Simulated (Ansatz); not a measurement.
# ZnSe (Stilleite, F-43m): the dielectric response against the k mesh

Aim: how dense a k mesh do ε∞ and the zone-centre modes of ZnSe (Stilleite, F-43m) need?

Method: DFT LDA, scalar-relativistic, plane waves, PAW; PAW set soft_1, in Ansatz 0.2.0.

This is a report of a sequence of runs, with the program logs left out and the cost of each run kept.

### Step 1. The structure

The structure is cubic, space group F-43m (No. 216). Conventional cell: a = 5.668 Å, b = 5.668 Å, c = 5.668 Å, α = 90.00°, β = 90.00°, γ = 90.00°. Nearest to Zn lie 4 Se at 2.45 Å. Nearest to Se lie 4 Zn at 2.45 Å. Farther neighbours, and contacts between anions beyond the nearest, are not listed.

### Step 2. Bringing the structure to rest

The cell and atoms are relaxed, since residual forces and stress would shift the frequencies.

Contents of input.yaml:

```yaml
crystal:
  lattice:
    - [0.0, 2.8338, 2.8338]
    - [2.8338, 0.0, 2.8338]
    - [2.8338, 2.8338, 0.0]
  atoms:
    - { symbol: Zn, position: [0.0, 0.0, 0.0] }
    - { symbol: Se, position: [0.75, 0.75, 0.75] }
kpoints:
  mp_grid: { grid: [8, 8, 8] }
hamiltonian:
  xc: lda
  pseudopotentials: { kind: paw, azcp: { folder: soft_1 }, xc_functional: pbe }
scf:
  occupations: { method: gaussian, width: 0.02 }
output:
  forces: true
  stress: true
  eigenvalues: true
relax:
  adjacent_minimum: "off"
  f_tol: 0.005
  max_steps: 80
  cell: { stress_tol: 0.05 }
```

On the command line:

```sh
$ ansatz run input.yaml --threads 4 --pin off --max-ram 10240MiB --backend cpu --events-out ev --progress --plain --runs-dir out
```

The job ended after 3.1 s (4 threads of AMD EPYC 7B13 (Zen 3), shared host; peak memory 0.42 GiB; 10 s of CPU time).

Step by step:

| step | energy less that of the first step (eV) | largest force component (eV/Å) | pressure (GPa) | volume (Å³) |
| --- | --- | --- | --- | --- |
| 1 | 0.0000 | 0.0000 | -3.40 | 45.51 |
| 2 | -0.0254 | 0.0000 | -0.87 | 43.68 |
| 3 | -0.0270 | 0.0000 | 0.09 | 43.08 |
| 4 | -0.0270 | 0.0000 | 0.00 | 43.14 |
| 5* | -0.0264 | 0.0000 | 0.00 | 43.14 |

Relaxation steps marked * repeat the geometry before them on a plane-wave basis chosen anew for their cell, so energy and pressure can jump there.

The run keeps the 24 symmetry operations that the program found, so distortions that break them were not tested.

| conventional cell, symmetrised | before | after | change |
| --- | --- | --- | --- |
| a (Å) | 5.668 | 5.567 | -1.8 % |
| b (Å) | 5.668 | 5.567 | -1.8 % |
| c (Å) | 5.668 | 5.567 | -1.8 % |
| volume (Å³/atom) | 22.76 | 21.57 | -5.2 % |

Final coordinates:

```xyz
2
Lattice="0.0000 2.7837 2.7837 2.7837 0.0000 2.7837 2.7837 2.7837 0.0000" Properties=species:S:1:pos:R:3 pbc="T T T"
Zn    0.0000    0.0000    0.0000
Se    4.1755    4.1755    4.1755
```

Numbers from this step:

```
pressure          : -0.001325 GPa
gap on the k-mesh : 1.246 eV
volume per atom   : 21.57 Å³
```

In this step the volume went from 22.76 to 21.57 Å³/atom.

### Step 3. Tight relaxation

Phonons need small forces and stress, so the relaxation is finished with tight tolerances on 8×8×8 k points.

input.yaml, the sections that differ from step 2:

```yaml
crystal:
  lattice:
    - [0.0, 2.7836754286, 2.7836754286]
    - [2.7836754286, 0.0, 2.7836754286]
    - [2.7836754286, 2.7836754286, 0.0]
  atoms:
    - { symbol: Zn, position: [0.0, 0.0, 0.0] }
    - { symbol: Se, position: [0.75, 0.75, 0.75] }
scf:
  occupations: { method: fixed }
relax:
  adjacent_minimum: "off"
  f_tol: 0.001
  max_steps: 60
  cell: { stress_tol: 0.01 }
# kpoints, hamiltonian, output: as in step 2
```

It took 1.5 s on 4 threads; peak memory 0.41 GiB.

Little changed from the start: no atom moved by 0.005 Å and no cell edge by 0.1 %.

Numbers from this step:

* pressure: -0.001324 GPa

The forces vanish by symmetry and the pressure is -0.001 GPa, within the tolerances set. The cell now holds 21.57 Å³/atom.

### Step 4. Response on one mesh, 4×4×4

The force constants come from the linear response of the density to a displacement.

The response is solved on 4×4×4 k points.

input.yaml, the sections that differ from step 3:

```yaml
kpoints:
  mp_grid: { grid: [4, 4, 4] }
output:
  eigenvalues: true
phonons:
  method: dfpt
  dielectric: true
  rigid_motions: translations
  field_mesh: kpoints
# crystal, hamiltonian, scf: as in step 3
# relax: removed
```

Run time: 2.7 s. Hardware: 4 threads; peak memory 0.46 GiB.

A gap read on the k-mesh alone can miss the band edges.

Numbers from this step:

```
gap on the k-mesh                                       : 1.227 eV
sum-rule residual before enforcement                    : 3.57e-5 eV/Å²
miss of the charge sum rule                             : 3.11e-5 e
point group                                             : -43m
highest optical mode at the zone centre (no LO-TO term) : 217.8 cm⁻¹
lowest optical zone-centre mode                         : 217.8 cm⁻¹
mean high-frequency dielectric constant                 : 6.550
largest Born charge (third of the trace)                : 1.982 e
mean static dielectric constant                         : 9.192
top of the zone-centre spectrum with the field          : 258.0 cm⁻¹
```

The optical mode without the LO-TO term lies at 217.8 cm⁻¹.

### Step 5. Response on one mesh, 20×20×20

The response is solved on 20×20×20 k points.

input.yaml, as its differences from that of step 4:

```diff
@@ -9,3 +9,3 @@
 kpoints:
-  mp_grid: { grid: [4, 4, 4] }
+  mp_grid: { grid: [20, 20, 20] }
 hamiltonian:
```

Wall time 1.8 min (4 threads); peak memory 3.5 GiB; 7 min of CPU time.

Read from the output:

- gap on the k-mesh: 1.247 eV
- sum-rule residual before enforcement: 4.35e-5 eV/Å²
- miss of the charge sum rule: 2.57e-5 e
- mean high-frequency dielectric constant: 7.503
- largest Born charge (third of the trace): 1.969 e
- mean static dielectric constant: 10.11
- top of the zone-centre spectrum with the field: 252.8 cm⁻¹

The optical mode without the LO-TO term lies at 217.8 cm⁻¹.

For the mean high-frequency dielectric constant, step 4 gave 6.55; this run, with k-mesh 20×20×20 and k divisions 20, gives 7.50 (+15 %).

### Step 6. All members side by side

The members are set side by side, also those not shown above.

One cell throughout; the field response is solved on the k mesh of the run itself. The response against the k mesh:

| k divisions along a1 | ε∞ | ε0 | largest Born charge (e) | top mode with the field, q along x, y or z (cm⁻¹) | mode 4 T2 (cm⁻¹) |
| --- | --- | --- | --- | --- | --- |
| 4 | 6.55 | 9.192 | 1.982 | 258 | 217.8 |
| 6 | 7.112 | 9.725 | 1.971 | 254.6 | 217.8 |
| 8 | 7.332 | 9.94 | 1.969 | 253.6 | 217.8 |
| 10 | 7.422 | 10.03 | 1.969 | 253.2 | 217.8 |
| 12 | 7.463 | 10.07 | 1.969 | 253 | 217.8 |
| 14 | 7.483 | 10.09 | 1.969 | 252.9 | 217.8 |
| 16 | 7.494 | 10.1 | 1.969 | 252.8 | 217.8 |
| 20 | 7.503 | 10.11 | 1.969 | 252.8 | 217.8 |

### Step 7. Results

```yaml
members: 8
optical_mode_no_lo_to_term_4_k_divisions: 217.8 cm⁻¹
optical_mode_no_lo_to_term_20_k_divisions: 217.8 cm⁻¹
```

What this shows: ε∞ goes from 6.55 at 4 divisions to 7.50 at 20; from 12 divisions on it stays within 1 % of the last value. The highest mode without the field stays within 1 cm⁻¹ of its last value from 4 divisions on. The top mode with the field moves by -5.2 cm⁻¹ over the series. So the field response needs the denser mesh. These are harmonic frequencies at zero temperature: anharmonic shifts, linewidths and thermal expansion are left out. The PAW files were made for PBE and are used here under another functional, an approximation that was not tested in this session. Only the zone centre was solved, so an instability at another wavevector cannot show here.

[Long decimals in the printed logs are rounded to 6 places.]

[Logs are printed without paths, hosts, clocks, repeated set-up lines and the standing remarks that a program may print on its own settings, such as how far it seeks lower states.]

[Hosts, paths, dates, database ids (printed as entryN), source tags and the programs' standing remarks are cut or masked in the printed files.]
